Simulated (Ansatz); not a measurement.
# SiC (P6_3mc):V_C (site 1), thermodynamic levels from a 108-atom cell, part 2 of 2

Charge states of V_C (site 1) in SiC (P6_3mc), set against the band edges. Model: a cell of 108 host atoms with 1 C taken out.

Ansatz; place-levels on r2SCAN runs: charge-transition levels and formation energies with image-charge correction and potential alignment at the atomic sites; PAW set soft_1.

So far: Starting point; The runs of each charge state; Levels against the band edges, r2SCAN.

## 3. Levels against the band edges, r2SCAN (continued)

Levels between the charges placed, in eV above the valence top:

```tsv
	gap (eV)	(+2/+1)	(+1/0)	(0/−1)	(−1/−2)
r2SCAN	2.37	1.15	1.39	2.40	2.55
```

Corrections by state:

```tsv
charge	moment (μB)	image terms and alignment (eV)	band filling (eV)	ε used	over the lowest of its charge, as the program ranks them, band filling apart (eV)
+2	0.0	0.441	-	principal values (10.43, 10.43, 10.95)	0.000
+1	1.0	0.072	-	principal values (10.43, 10.43, 10.95)	0.000
0	0.0	0.000	-	-	0.000
−1	1.0	0.244	-	principal values (10.43, 10.43, 10.95)	0.000
−2	2.0	0.778	-0.047	principal values (10.43, 10.43, 10.95)	0.000
−2	0.0	0.787	-	principal values (10.43, 10.43, 10.95)	0.064
```

The charged structures listed were also run neutral, and place-levels reads from each pair, by the potential or the spins, how wide the charge is by which they differ; that can be the carrier of either run.

```tsv
charge	rms radius (Å)	spread where it is widest against the cell (Å)	wide from (Å)	reading
+2	3.2	1.66	1.36	wide
+1	2.6	1.44	1.36	wide
−1	2.5	1.70	1.36	wide
−2	2.4	1.38	1.36	wide
```

The neutral runs of these pairs need not share the spin of the lowest neutral state, and very wide values only mean spread over the cell.

From the program's caveats on the states, each cut to its opening words:

- charge +2, −1 (1 μB): it parts from the run at its places by a charge that spreads by about 1.7 Å along one vector (1.4 Å or more is wide), by its potential at epsilon [7.09, 7.09, [...]
- charge +1 (1 μB), −2 (2 μB): it parts from the run at its places by a charge that spreads by about 1.4 Å along one vector (1.4 Å or more is wide), by its potential at epsilon [7.09, 7.09, [...]
- charge +1 (1 μB): the host's ions (past the first shell or, of a walk that freed a part, those that it held) aren't shown at rest: they stand up to 0.074 Å off their sites, 0.72 [...]
- charge +1 (1 μB), −1 (1 μB), −2 (2 μB): flagged: stability check not made
- charge −1 (1 μB): its sublattices stand up to 0.0254 Å off the host's, which by the two runs' forces adds about +0.02 eV to its energy against the host's, and moves the band [...]
- charge −2 (2 μB): a band-filling correction moves a carrier to the host's band edge, which changes its energy by -0.047 eV
- charge −2: it parts from the run at its places by a charge that spreads by about 1.5 Å along one vector (1.4 Å or more is wide), by its potential at epsilon [7.09, 7.09, [...]
- charge −2: its sublattices stand up to 0.0435 Å off the host's, which by the two runs' forces adds about -0.01 eV to its energy against the host's, and moves the band [...]

The host's formation energy from the elements is -0.341 eV per atom at this strain; it sets how far the chemical potentials can move.

Limit set by the element alone; other compounds of these elements are not counted. Chemical potentials from the elements' reference states: C 0.00 eV, Si -0.68 eV. Formation energy by charge state (C-rich; gap 2.37 eV):

```tsv
charge	at valence top (eV)	at conduction bottom (eV)	correction included (eV)
+2	2.38	7.11	0.44
+1	3.53	5.90	0.07
0	4.92	4.92	0.00
−1	7.32	4.95	0.24
−2	9.87	5.14	0.73
```

Fermi level (eV), lowest formation energy (eV) and a bar from the least value:
```
     0.00       2.38 
     0.21       2.81 #####
     0.43       3.24 ##########
     0.64       3.67 ###############
     0.86       4.10 ####################
     1.07       4.53 #########################
     1.29       4.82 #############################
     1.51       4.92 ##############################
     1.72       4.92 ##############################
     1.94       4.92 ##############################
     2.15       4.92 ##############################
     2.37       4.92 ##############################
```

Limit set by the element alone; other compounds of these elements are not counted. Chemical potentials from the elements' reference states: Si 0.00 eV, C -0.68 eV. Formation energies (Si-rich), with the Fermi level at the valence top and at the conduction bottom (gap 2.37 eV):

```tsv
charge	at valence top (eV)	at conduction bottom (eV)	correction included (eV)
+2	1.70	6.43	0.44
+1	2.85	5.22	0.07
0	4.24	4.24	0.00
−1	6.63	4.27	0.24
−2	9.19	4.45	0.73
```

```tsv
Fermi level (eV)	lowest formation energy (eV)
0.00	1.70
0.21	2.13
0.43	2.56
0.64	2.99
0.86	3.42
1.07	3.85
1.29	4.14
1.51	4.24
1.72	4.24
1.94	4.24
2.15	4.24
2.37	4.24
```

## 4. The same at the relaxations' own k-points

The relaxations' own energies give the levels at their sampling, for comparison.

Contents of levels.relax_mesh.yaml:

```yaml
host:
  run: host.relax.run
states: [qm2.relax.run, qm1_M1.relax.run, q0.relax.run, qp1_M1.relax.run, qp2.relax.run, qm2_M2.relax.run]
chemical_potentials:
  C:
    energy: -251.553391
    dataset: "<sha256 of the dataset>"
```

The run is started by

```bash
> ansatz place-levels levels.relax_mesh.yaml -- --threads 4 --pin off --max-ram 15073MiB
```

Output:

```text
(+2/+1) 0.908 eV above the valence edge, 1.469 eV under the conduction edge
(+1/0) 1.238 eV above the valence edge, 1.139 eV under the conduction edge
(0/-1) 2.273 eV above the valence edge, 0.104 eV under the conduction edge
(-1/-2) 2.505 eV above the valence edge, in the conduction band
formation energy of charge +2: +2.824 eV with the Fermi level at the valence edge
formation energy of charge +1: +3.731 eV with the Fermi level at the valence edge
formation energy of charge 0: +4.969 eV with the Fermi level at the valence edge
formation energy of charge -1: +7.242 eV with the Fermi level at the valence edge
formation energy of charge -2: +9.747 eV with the Fermi level at the valence edge
  edges by r2scan, gap 2.376 eV; the host is sampled to repeats of 15.76 Å
[... the lines on each state left out ...]
```

It took 0.25 s on 4 threads of Arm Neoverse V2, shared host.

Levels between neighbouring charges, in eV above the valence top:

```tsv
	gap (eV)	(+2/+1)	(+1/0)	(0/−1)	(−1/−2)
one point at (¼, ¼, ¼)	2.38	0.91	1.24	2.27	2.51
a 2×2×2 shifted mesh	2.37	1.15	1.39	2.40	2.55
```

Going from one point at (¼, ¼, ¼) to a 2×2×2 shifted mesh moves the levels that carry no band-filling term by up to 0.24 eV and formation energies against the elements by up to 0.44 eV; band-filling terms, which differ between samplings, are in these energies.

## 5. Results

| Item | Value |
| --- | --- |
| gap of the host | 2.37 eV (r2SCAN) |
| level (plus 2/plus 1) | 1.15 eV above the valence top |
| level (plus 1/0) | 1.39 eV above the valence top |
| level (0/minus 1) | 2.40 eV above the valence top, past the conduction bottom |
| level (minus 1/minus 2) | 2.55 eV above the valence top, past the conduction bottom (2.60 eV above the valence top without the band-filling term) |
| lowest of the charges placed, just above the valence top (0.02 eV) | +2 |
| lowest of the charges placed, just below the conduction bottom (0.02 eV) | 0 |
| lowest formation energy at mid-gap of the charges run, C-rich | 4.71 eV |
| lowest formation energy at mid-gap of the charges run, Si-rich | 4.03 eV |

What this shows: Of the charges placed (−2, −1, 0, +1 and +2), the lowest changes at 1.15 eV (+2/+1) and 1.39 eV (+1/0) above the valence top, in a gap of 2.37 eV. (0/−1) lies 0.03 eV from a band edge, less than the doubt on such levels. Charges above +2 were not placed, so these runs say nothing of levels that involve them. States placed: +2 at 0 μB; +1 at 1 μB; 0 at 0 μB; −1 at 1 μB; −2 at 2 μB and 0 μB. Other spin states or structures, where not listed, weren't placed. The program finds carriers beyond a band edge of the host and adds a band-filling term at charge −2 (-0.05 eV); steps to such a charge show no bound level, and a defect level inside a band would be read the same way. Going from one point at (¼, ¼, ¼) to a 2×2×2 shifted mesh moves the levels that carry no band-filling term by up to 0.24 eV and formation energies against the elements by up to 0.44 eV; band-filling terms, which differ between samplings, are in these energies. What this leaves open: r2SCAN makes the gap too small and tends to spread out bound carriers; force components of up to 0.37 eV/Å remain in a run at the final settings.

[Logs are printed without paths, hosts, clocks, repeated set-up lines and the standing remarks that a program may print on its own settings, such as how far it seeks lower states.]

[Hosts, paths, dates, database ids (printed as entryN), source tags and the programs' standing remarks are cut or masked in the printed files.]

[Where a table of states has a column of steps, it counts the stored structures, which are thinned; the runs took as many ionic steps or more.]

[A defect's name tells the site on which it was built; relaxed atoms can leave that site.]

[For some hosts the program warned that the k-mesh of the response run may be too coarse for force constants and the static dielectric constant; such warnings are not shown here.]
